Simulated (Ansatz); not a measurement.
**A hypothetical structure for BaSb2Os2**

Starting from a made-up structure for BaSb2Os2, the aim is the relaxed cell, its shortest contacts and, where a second run follows, its electronic structure.

Method: DFT, r2SCAN, plane-wave PAW, files of the set soft_1, scalar-relativistic, no spin, cell and ions relaxed at zero pressure; PAW set soft_1, in the first sound run; inputs show where later runs differ, in Ansatz 0.2.0.

**1. The structure**

Symmetry: I4/mmm, No. 139, tetragonal system. The conventional cell has a = 4.548 Å, b = 4.548 Å, c = 12.348 Å, α = 90.00°, β = 90.00°, γ = 90.00°. Nearest to Os lie 4 Sb at 2.64 Å and 4 Os at 3.22 Å and 4 Ba at 3.83 Å. Nearest to Ba lie 8 Sb at 3.66 Å and 8 Os at 3.83 Å. Nearest to Sb lie 4 Os at 2.64 Å and 1 Sb at 3.51 Å and 4 Ba at 3.66 Å. Farther neighbours are not listed.

**2. Relaxing cell and atoms**

The guessed cell has no reason to be at equilibrium. It is relaxed with the atoms, within the space group of the guess.

The input, input.yaml:

```yaml
crystal:
  lattice:
    - [-2.274, 2.274, 6.174]
    - [2.274, -2.274, 6.174]
    - [2.274, 2.274, -6.174]
  atoms:
    - { symbol: Os, position: [0.75, 0.25, 0.5] }
    - { symbol: Os, position: [0.25, 0.75, 0.5] }
    - { symbol: Ba, position: [0.0, 0.0, 0.0] }
    - { symbol: Sb, position: [0.358, 0.358, 0.0] }
    - { symbol: Sb, position: [0.642, 0.642, 0.0] }
kpoints:
  mp_grid: { grid: [8, 8, 8] }
scf:
  occupations: { method: fermi_dirac, width: 0.05 }
hamiltonian:
  xc: r2scan
  pseudopotentials: { kind: paw, azcp: { folder: soft_1 } }
relax:
  f_tol: 0.015
  max_steps: 70
  cell: {}
output:
  forces: true
  stress: true
```

Command:

```console
$ ansatz run input.yaml --threads 4 --pin off --max-ram 8192MiB --backend cpu --events-out ev --progress --plain --runs-dir out
```

Numbers of over 12 decimals in the logs are rounded to 6 here.

The program printed:

```text
basis.fft_grid_basis auto: the FFT boxes are laid along the combinations [[1, 0, 1], [0, 1, 1], [0, 0, 1]] of the cell's own vectors, 4.548, 4.548 and 6.961 Å long. The dense box has 36×36×54 points. Along the cell's own vectors, as sized, it would have 54×54×54, 2.25 times as many. Of the 16 symmetry operations that the crystal satisfies within crystal.symmetry.tolerance (time reversal apart; of a slab, those that k [...]
Engine: ansatz 0.2.0, aarch64-unknown-linux-gnu
Pseudopotentials: kind: paw
Pseudopotential: Os, paw, valence charge 16, recommended cutoff 500 eV (meta_gga), soft_1/Os.paw.azcp
Pseudopotential: Ba, paw, valence charge 10, recommended cutoff 500 eV (meta_gga), soft_1/Ba.paw.azcp
Pseudopotential: Sb, paw, valence charge 15, recommended cutoff 500 eV (meta_gga), soft_1/Sb.paw.azcp
Functional definition: r2SCAN
  parameter k0 = 0.174
  parameter k1 = 0.065
  parameter a1 = 4.9479
  exchange = r2scan_x(k0 = k0, k1 = k1, a1 = a1)
  correlation = r2scan_c
Crystal: 5 atoms, lattice volume = 127.705 Å³
Basis set: ecut = 500 eV, 3275 PW (Γ), FFT grids on a1+a3, a2+a3, a3, exchange–correlation on 144×144×216 points (64 copies of the dense FFT grid, shifted against one another)
Bands: 44, of which v1, the nominal top of the filled ones, is band 36 counted from 1 (35 counted from 0)
Symmetry: 16 space group operations
Space group: I4/mmm (ITA 139), of the structure as read, at distance tolerance 5.0e-5 Å
k-points: 59 of 512
Non-local potential: Os, projectors of the file, l = 0: 3, l = 1: 2, l = 2: 2, l = 3: 1
Non-local potential: Ba, projectors of the file, l = 0: 3, l = 1: 2, l = 2: 2, l = 3: 2
Non-local potential: Sb, projectors of the file, l = 0: 2, l = 1: 2, l = 2: 2, l = 3: 1
PAW form: soft (Blöchl's): semilocal exchange-correlation on the pseudo side does not see the compensation charge
PAW frozen core: Os, regenerated for the run's functional (the file was generated under x = pbe(κ = 0.804, μ = 0.219515), c = pbe(β = 0.066725))
PAW frozen core: Ba, regenerated for the run's functional (the file was generated under x = pbe(κ = 0.804, μ = 0.219515), c = pbe(β = 0.066725))
PAW frozen core: Sb, regenerated for the run's functional (the file was generated under x = pbe(κ = 0.804, μ = 0.219515), c = pbe(β = 0.066725))
PAW one-centre angular grid: Os, 590 points (default); XC on 160 Gauss nodes
PAW one-centre angular grid: Ba, 302 points (default); XC on 160 Gauss nodes
PAW one-centre angular grid: Sb, 590 points (default); XC on 160 Gauss nodes
Initial density: superposition of atomic densities (chi_scale 0.1, normalization cell, long waves kept (reshape's long-wave potential 0.01 eV rms))
Initial wavefunctions: pseudopotential atomic-orbital guess
Functional: x = r2scan, c = r2scan; τ floored in thin density (d = 2e-4 eV/Å³)
SCF iter   1: F=—  HF=-41762.059750 eV  |F-HF|=—  |Δ(HF+E_count)|=         —  Δρ=4.35e-2  dr2=6.49e0  dr2_τ=8.24e-2  ethr=3.10e-3  ⟨swp⟩=10.9  Hψ=12697  notcnv=0  defer=10
preconditioner: auto → Kerker (q_TF=auto, 2.480 Å⁻¹)  [metal: Δε(μ)=0.016 eV  Ē_g=8.137 eV  σ=0.050 eV  W_gap=0.08  n_scr=32 (ndim 8)  ℏωp=19.2 eV  f_vac=0.000  D(μ)=4.40/eV (n_scr^D=32)]
SCF iter   2: F=—  HF=-41761.406934 eV  |F-HF|=—  |Δ(HF+E_count)|=   6.53e-1  Δρ=2.20e-2  dr2=1.04e0  dr2_τ=1.42e-1  ethr=3.10e-3  ⟨swp⟩=3.1  Hψ=4178  notcnv=0  defer=90
SCF iter   3: F=—  HF=-41761.315403 eV  |F-HF|=—  |Δ(HF+E_count)|=   9.15e-2  Δρ=1.12e-2  dr2=3.90e-1  dr2_τ=2.62e-2  ethr=1.44e-3  ⟨swp⟩=3.2  Hψ=3798  notcnv=0  defer=91
SCF iter   4: F=—  HF=-41761.246379 eV  |F-HF|=—  |Δ(HF+E_count)|=   6.90e-2  Δρ=3.08e-3  dr2=3.22e-2  dr2_τ=3.61e-4  ethr=5.42e-4  ⟨swp⟩=4.0  Hψ=4356  notcnv=0  defer=92
SCF iter   5: F=—  HF=-41761.242886 eV  |F-HF|=—  |Δ(HF+E_count)|=   3.49e-3  Δρ=1.48e-3  dr2=4.51e-3  dr2_τ=2.85e-4  ethr=4.47e-5  ⟨swp⟩=3.3  Hψ=4317  notcnv=0  defer=89
SCF iter   6: F=—  HF=-41761.243878 eV  |F-HF|=—  |Δ(HF+E_count)|=   9.92e-4  Δρ=3.69e-4  dr2=1.67e-4  dr2_τ=5.13e-6  ethr=6.26e-6  ⟨swp⟩=2.0  Hψ=3631  notcnv=0  defer=89
SCF iter   7: F=—  HF=-41761.243959 eV  |F-HF|=—  |Δ(HF+E_count)|=   8.07e-5  Δρ=5.62e-5  dr2=3.80e-6  dr2_τ=4.11e-7  ethr=2.32e-7  ⟨swp⟩=2.0  Hψ=3622  notcnv=0  defer=89
SCF iter   8: F=—  HF=-41761.244119 eV  |F-HF|=—  |Δ(HF+E_count)|=   1.60e-4  Δρ=2.94e-5  dr2=1.20e-6  dr2_τ=3.46e-8  ethr=5.28e-9  ⟨swp⟩=2.0  Hψ=4206  notcnv=0  defer=89
SCF iter   9: F=—  HF=-41761.244119 eV  |F-HF|=—  |Δ(HF+E_count)|=   1.63e-7  Δρ=1.06e-5  dr2=1.44e-7  dr2_τ=1.02e-8  ethr=1.67e-9  ⟨swp⟩=2.0  Hψ=4157  notcnv=0  defer=89
SCF iter  10: F=-41761.244119 eV  HF=-41761.244119 eV  |F-HF|=1.42e-8  |Δ(HF+E_count)|=   2.78e-8  Δρ=3.54e-6  dr2=3.25e-8  dr2_τ=2.09e-9  ethr=1.39e-10  ⟨swp⟩=4.6  Hψ=8231  notcnv=0
SCF 1 converged in 10 iterations: F = -41761.244119 eV  dr2 = 3.25e-8
  greatest PAW one-centre occupation: 1.000 electrons in one spin orbital (limit 2), on the Os atom at site 1 (counted from 0), in its partial waves of l = 0
relax step   1: F+E_penalty+E_count = -41761.24411894 eV  Δ(F+E_penalty+E_count) = +0.000e0 eV  max|allowed force component| = 7.472e-1 eV/Å  Δτ_max = 0.0000 Å  P = -4.645 GPa  Ω = 127.705 Å³  (10 SCF iters, dr2 threshold 1.00e-7 eV, accepted)
Crystal: 5 atoms, lattice volume = 118.602 Å³
Basis set: ecut = 500 eV, 2975 PW (Γ), FFT grids on a1+a3, a2+a3, a3, exchange–correlation on 144×144×216 points (64 copies of the dense FFT grid, shifted against one another)
Initial density: handed on by an earlier stage of this run
Initial wavefunctions: those handed on with the density
iter 1 solved again at ethr=3.79e-5 eV; its pass at ethr=3.10e-3 eV (dr2=2.73e-2 eV) is discarded
SCF iter   1: F=—  HF=-41760.643637 eV  |F-HF|=—  |Δ(HF+E_count)|=         —  Δρ=5.73e-3  dr2=2.71e-2  dr2_τ=4.49e-1  ethr=3.79e-5  ⟨swp⟩=2.2  Hψ=14719  notcnv=0
preconditioner: auto → Kerker (q_TF=auto, 2.511 Å⁻¹)  [metal: Δε(μ)=0.028 eV  Ē_g=8.826 eV  σ=0.050 eV  W_gap=0.14  n_scr=32 (ndim 8)  ℏωp=19.9 eV  f_vac=0.001  D(μ)=1.23/eV (n_scr^D=2)]
SCF iter   2: F=—  HF=-41761.055903 eV  |F-HF|=—  |Δ(HF+E_count)|=   4.12e-1  Δρ=3.54e-3  dr2=1.42e-2  dr2_τ=4.42e-4  ethr=3.77e-5  ⟨swp⟩=2.8  Hψ=5241  notcnv=0
SCF iter   3: F=—  HF=-41761.057610 eV  |F-HF|=—  |Δ(HF+E_count)|=   1.71e-3  Δρ=1.47e-3  dr2=4.96e-3  dr2_τ=4.53e-5  ethr=1.98e-5  ⟨swp⟩=1.4  Hψ=2634  notcnv=0
SCF iter   4: F=—  HF=-41761.057517 eV  |F-HF|=—  |Δ(HF+E_count)|=   9.30e-5  Δρ=3.78e-4  dr2=6.47e-4  dr2_τ=3.48e-5  ethr=6.89e-6  ⟨swp⟩=2.0  Hψ=3295  notcnv=0
[...]
SCF iter   5: F=—  HF=-41761.331757 eV  |F-HF|=—  |Δ(HF+E_count)|=   2.59e-4  Δρ=2.63e-4  dr2=2.18e-4  dr2_τ=2.38e-6  ethr=2.57e-6  ⟨swp⟩=2.0  Hψ=3341  notcnv=0
SCF iter   6: F=—  HF=-41761.331739 eV  |F-HF|=—  |Δ(HF+E_count)|=   1.86e-5  Δρ=9.06e-5  dr2=1.79e-5  dr2_τ=2.80e-7  ethr=3.02e-7  ⟨swp⟩=2.0  Hψ=4252  notcnv=0
SCF iter   7: F=—  HF=-41761.331744 eV  |F-HF|=—  |Δ(HF+E_count)|=   4.90e-6  Δρ=3.78e-5  dr2=3.80e-6  dr2_τ=1.49e-7  ethr=2.49e-8  ⟨swp⟩=2.0  Hψ=3945  notcnv=0
SCF iter   8: F=—  HF=-41761.331895 eV  |F-HF|=—  |Δ(HF+E_count)|=   1.52e-4  Δρ=1.70e-5  dr2=5.33e-7  dr2_τ=1.93e-8  ethr=5.28e-9  ⟨swp⟩=2.0  Hψ=4154  notcnv=0
SCF iter   9: F=—  HF=-41761.331895 eV  |F-HF|=—  |Δ(HF+E_count)|=   2.20e-8  Δρ=7.03e-6  dr2=8.77e-8  dr2_τ=3.26e-9  ethr=7.40e-10  ⟨swp⟩=2.0  Hψ=3400  notcnv=0
SCF iter  10: F=—  HF=-41761.331895 eV  |F-HF|=—  |Δ(HF+E_count)|=   6.38e-9  Δρ=1.64e-6  dr2=5.27e-9  dr2_τ=2.92e-10  ethr=1.22e-10  ⟨swp⟩=2.0  Hψ=4251  notcnv=0
SCF iter  11: F=—  HF=-41761.331895 eV  |F-HF|=—  |Δ(HF+E_count)|=  9.46e-10  Δρ=3.50e-7  dr2=1.73e-10  dr2_τ=9.89e-12  ethr=7.32e-12  ⟨swp⟩=2.0  Hψ=3433  notcnv=0
SCF iter  12: F=-41761.331895 eV  HF=-41761.331895 eV  |F-HF|=2.18e-11  |Δ(HF+E_count)|=  1.09e-10  Δρ=1.30e-7  dr2=2.69e-11  dr2_τ=2.25e-12  ethr=1.00e-12  ⟨swp⟩=5.0  Hψ=9523  notcnv=0
SCF 3 converged in 12 iterations: F = -41761.331895 eV  dr2 = 2.69e-11
relax step   3: F+E_penalty+E_count = -41761.33189527 eV  Δ(F+E_penalty+E_count) = -8.778e-2 eV  max|allowed force component| = 2.868e-1 eV/Å  Δτ_max = 0.0026 Å  P = -0.459 GPa  Ω = 122.991 Å³  energy of the carried Pulay correction = +8.071e-4 eV  (12 SCF iters, accepted)
[...]
relax step   4: F+E_penalty+E_count = -41761.33746242 eV  Δ(F+E_penalty+E_count) = -5.567e-3 eV  max|allowed force component| = 7.220e-3 eV/Å  Δτ_max = 0.0185 Å  P = +0.094 GPa  Ω = 123.209 Å³  energy of the carried Pulay correction = +7.690e-4 eV  (6 SCF iters, dr2 threshold 5.00e-7 eV, accepted)
[...]
relax step   5: F+E_penalty+E_count = -41761.33842392 eV  Δ(F+E_penalty+E_count) = -9.615e-4 eV  max|allowed force component| = 1.301e-2 eV/Å  Δτ_max = 0.0029 Å  P = +0.092 GPa  Ω = 123.464 Å³  energy of the carried Pulay correction = +7.246e-4 eV  (6 SCF iters, dr2 threshold 3.16e-7 eV, accepted)
[...]
relax step   6: F+E_penalty+E_count = -41761.33923335 eV  Δ(F+E_penalty+E_count) = -8.094e-4 eV  max|allowed force component| = 4.150e-4 eV/Å  Δτ_max = 0.0010 Å  P = +0.054 GPa  Ω = 123.737 Å³  energy of the carried Pulay correction = +6.772e-4 eV  (6 SCF iters, dr2 threshold 1.97e-7 eV, accepted)
[...]
relax step   7: F+E_penalty+E_count = -41761.33938285 eV  Δ(F+E_penalty+E_count) = -1.495e-4 eV  max|allowed force component| = 1.275e-4 eV/Å  Δτ_max = 0.0017 Å  P = -0.002 GPa  Ω = 124.006 Å³  energy of the carried Pulay correction = +6.307e-4 eV  (7 SCF iters, dr2 threshold 3.97e-8 eV, accepted)
Initial wavefunctions: pseudopotential atomic-orbital guess (no wavefunctions were taken with the density)
iter 1 solved again at ethr=2.93e-6 eV; its pass at ethr=3.10e-3 eV (dr2=2.11e-3 eV) is discarded
SCF iter   1: F=—  HF=-41761.338405 eV  |F-HF|=—  |Δ(HF+E_count)|=         —  Δρ=1.34e-4  dr2=7.25e-7  dr2_τ=3.90e-6  ethr=2.93e-6  ⟨swp⟩=3.1  Hψ=18227  notcnv=0
eigensolver tolerance schedule: the retry pair's looser diagonalisation over-reported the residual by 2911.24 of it (diagonalisation noise at an unbounded share of the residual, at the tolerance the schedule requests for it); recorded, not acted on — ethr = c·dr2/N_el stays at c = 1.0e-1
preconditioner: auto → Kerker (q_TF=auto, 2.492 Å⁻¹)  [metal: Δε(μ)=0.074 eV  Ē_g=8.497 eV  σ=0.050 eV  W_gap=0.34  n_scr=32 (ndim 8)  ℏωp=19.4 eV  f_vac=0.003  D(μ)=1.44/eV (n_scr^D=2)]
SCF iter   2: F=—  HF=-41761.338702 eV  |F-HF|=—  |Δ(HF+E_count)|=   2.97e-4  Δρ=6.74e-5  dr2=1.74e-7  dr2_τ=1.83e-6  ethr=1.01e-9  ⟨swp⟩=2.8  Hψ=4976  notcnv=0
SCF iter   3: F=—  HF=-41761.338755 eV  |F-HF|=—  |Δ(HF+E_count)|=   5.29e-5  Δρ=5.31e-6  dr2=9.21e-9  dr2_τ=1.15e-8  ethr=2.41e-10  ⟨swp⟩=2.0  Hψ=3693  notcnv=0
SCF iter   4: F=—  HF=-41761.338755 eV  |F-HF|=—  |Δ(HF+E_count)|=   1.84e-7  Δρ=1.20e-6  dr2=3.66e-9  dr2_τ=3.81e-10  ethr=1.28e-11  ⟨swp⟩=2.0  Hψ=3724  notcnv=0
SCF iter   5: F=—  HF=-41761.338755 eV  |F-HF|=—  |Δ(HF+E_count)|=   4.05e-9  Δρ=6.58e-7  dr2=7.04e-10  dr2_τ=1.16e-10  ethr=5.08e-12  ⟨swp⟩=2.1  Hψ=2991  notcnv=0
SCF iter   6: F=—  HF=-41761.338755 eV  |F-HF|=—  |Δ(HF+E_count)|=    0.00e0  Δρ=3.23e-7  dr2=2.42e-10  dr2_τ=3.14e-11  ethr=1.00e-12  ⟨swp⟩=2.0  Hψ=3489  notcnv=0
SCF iter   7: F=-41761.338755 eV  HF=-41761.338755 eV  |F-HF|=1.46e-11  |Δ(HF+E_count)|=  7.28e-11  Δρ=6.03e-8  dr2=6.20e-12  dr2_τ=3.92e-13  ethr=1.00e-12  ⟨swp⟩=4.0  Hψ=9280  notcnv=0
SCF 8 converged in 7 iterations: F = -41761.338755 eV  dr2 = 6.20e-12
relax step   8: F+E_penalty+E_count = -41761.33875471 eV  Δ(F+E_penalty+E_count) = +6.281e-4 eV  max|allowed force component| = 3.308e-4 eV/Å  Δτ_max = 0.0000 Å  P = -0.003 GPa  Ω = 124.006 Å³  stress off target by 6.01e-3 GPa  SCF on the basis re-selected at this cell (its energy is not comparable with the rows above)  (7 SCF iters)
basis re-selected at this cell: Δ(F+E_penalty+E_count) = +6.281e-4 eV, ΔP = -0.000 GPa vs the last step (what re-selecting the basis moved, of the pressure what is left beyond the Pulay correction that the steps carried, after the strain that the cell walked since its last selection, with what the two solves' SCF thresholds leave and, on support functions, any second-order correction that the steps lacked; it is no m [...]
SCF converged after 7 iterations
Free energy (F): -41761.338755 eV
Harris-Foulkes:  -41761.338755 eV  (|F-HF|=1.46e-11)
Internal energy: -41761.325534 eV  (E = F + TS)
E sigma→0 (E₀):  -41761.332144 eV
Entropy (-TS):   -0.013221 eV (-2.644 meV/atom)
Fermi energy:    13.861434 eV
--- Per-component energies (eV) ---
  E_band       = -751.746218
  E_kinetic    = 1478.664372
  E_local      = -7752.998520  (includes V_loc(G=0)·N_el)
  E_nonlocal   = 1277.524626
  E_hartree    = 3190.415482
  E_xc         = -802.235949
  E_vxc        = -864.973032  (∫ρ·V_xc dr)
  E_paw        = -32518.254292  (= ΣΔE_a)
  E_vpaw       = -1320.445994  (= ΣTr[D̂ρ^β])
  E_aug_tail   = 0.000577  (compensation charges beyond the density's cutoff)
  E_vtau       = 49.650704  (kinetic-family band-sum trace: ∫τ·v_τ [+ j·A + Jᵃ·Aᵃ] dr)
  E_ewald      = -6634.754034
  E_core_change = 0.312203  (= ΣΔE_core)
  E_smearing   = -0.013221  (= −TS)
  E_closure    = -0.000000  (closes the sum)
  Σ components = -41761.338755   (vs F -41761.338755, Δ=0.00e0)
--- Forces (eV/Å), atoms counted from 1 ---
  atom   1  Os    -0.00000000     0.00000000     0.00000000
  atom   2  Os    -0.00000000    -0.00000000     0.00000000
  atom   3  Ba     0.00000000     0.00000000     0.00000000
  atom   4  Sb     0.00000000    -0.00000000     0.00033079
  atom   5  Sb     0.00000000     0.00000000    -0.00033079
  max |Σ_I F_I| component: 1.04e-17 eV/Å
--- Stress (GPa, compression-positive) ---
       -0.006014      -0.000000       0.000000
       -0.000000      -0.006014      -0.000000
       -0.000000      -0.000000       0.003627
  P = ⅓ Tr σ = -0.0028 GPa (-0.028 kbar)
--- Relaxed structure (7 steps of the walk, 6 accepted, 1 SCFs on fresh bases) ---
  F+E_penalty+E_count = -41761.33875471 eV   max|allowed force component| = 3.308e-4 eV/Å   (the final SCF, on the basis selected at the relaxed cell)
  cell:  # Å, volume = 124.0058 Å³
    - [-2.223956, 2.223956, 6.268007]
    - [2.223956, -2.223956, 6.268007]
    - [2.223956, 2.223956, -6.268007]
  atoms:
    - { symbol: Os, position: [0.75, 0.25, 0.5] }
    - { symbol: Os, position: [0.25, 0.75, 0.5] }
    - { symbol: Ba, position: [0, 0, 0] }
    - { symbol: Sb, position: [0.356262, 0.356262, 0] }
    - { symbol: Sb, position: [0.643738, 0.643738, 0] }
```

The job ended after 55 s (4 threads of Arm Neoverse V2, shared host; peak memory 0.95 GiB).

Step by step:

| step | energy less that of the first step (eV) | largest force component (eV/Å) | pressure (GPa) | volume (Å³) |
| --- | --- | --- | --- | --- |
| 1 | 0.0000 | 0.7472 | -4.65 | 127.70 |
| 2 | 0.1865 | 2.0382 | 9.21 | 118.60 |
| 3 | -0.0878 | 0.2868 | -0.46 | 122.99 |
| 4 | -0.0933 | 0.0072 | 0.09 | 123.21 |
| 5 | -0.0943 | 0.0130 | 0.09 | 123.46 |
| 6 | -0.0951 | 0.0004 | 0.05 | 123.74 |
| 7 | -0.0953 | 0.0001 | 0.00 | 124.01 |
| 8* | -0.0946 | 0.0003 | 0.00 | 124.01 |

Relaxation steps marked * repeat the geometry before them on a plane-wave basis chosen anew for their cell, so energy and pressure can jump there. Relaxation step 2 was tried and not accepted.

The run keeps the 16 symmetry operations that it works with, so distortions that break them were not tested.

| conventional cell, symmetrised | before | after | change |
| --- | --- | --- | --- |
| a (Å) | 4.548 | 4.448 | -2.2 % |
| b (Å) | 4.548 | 4.448 | -2.2 % |
| c (Å) | 12.348 | 12.536 | +1.5 % |
| volume (Å³/atom) | 25.54 | 24.80 | -2.9 % |

The atoms that moved most (Å, as changes of fractional coordinates times the final cell):

| atom | dx | dy | dz | length |
| --- | --- | --- | --- | --- |
| Sb5 | 0.000 | 0.000 | 0.022 | 0.022 |
| Sb4 | 0.000 | 0.000 | -0.022 | 0.022 |

The relaxed structure:

```cif
data_structure
_symmetry_space_group_name_H-M 'P 1'
_symmetry_Int_Tables_number 1
_cell_length_a 7.0128
_cell_length_b 7.0128
_cell_length_c 7.0128
_cell_angle_alpha 143.022
_cell_angle_beta 143.022
_cell_angle_gamma 53.293
_cell_volume 124.01
loop_
_atom_site_label
_atom_site_type_symbol
_atom_site_fract_x
_atom_site_fract_y
_atom_site_fract_z
_atom_site_occupancy
Os1 Os 0.75000 0.25000 0.50000 1
Os2 Os 0.25000 0.75000 0.50000 1
Ba3 Ba 0.00000 0.00000 0.00000 1
Sb4 Sb 0.35626 0.35626 0.00000 1
Sb5 Sb 0.64374 0.64374 0.00000 1
```

This step gave:

```
free energy             : -41761.3388 eV
energy at zero smearing : -41761.3321 eV
smearing term TS        : 0.01322 eV
Fermi energy            : 13.86 eV
electrons               : 72
symmetry operations     : 16
pressure                : -0.002801 GPa
```

Shortest distances by pair of elements, guess and relaxed (not always the same contact):

| pair | guess (Å) | relaxed (Å) |
| --- | --- | --- |
| Os–Sb | 2.636 | 2.592 |
| Os–Os | 3.216 | 3.145 |
| Sb–Sb | 3.507 | 3.604 |
| Ba–Sb | 3.663 | 3.625 |
| Ba–Os | 3.834 | 3.843 |

The relaxation ends with a largest force component of 3.3e-4 eV/Å and a pressure of 0.00 GPa.

(Part 1 of 2 ends here.)

[Logs are printed without paths, hosts, clocks, repeated set-up lines and the standing remarks that a program may print on its own settings, such as how far it seeks lower states.]

[Hosts, paths, dates, database ids (printed as entryN), source tags and the programs' standing remarks are cut or masked in the printed files.]
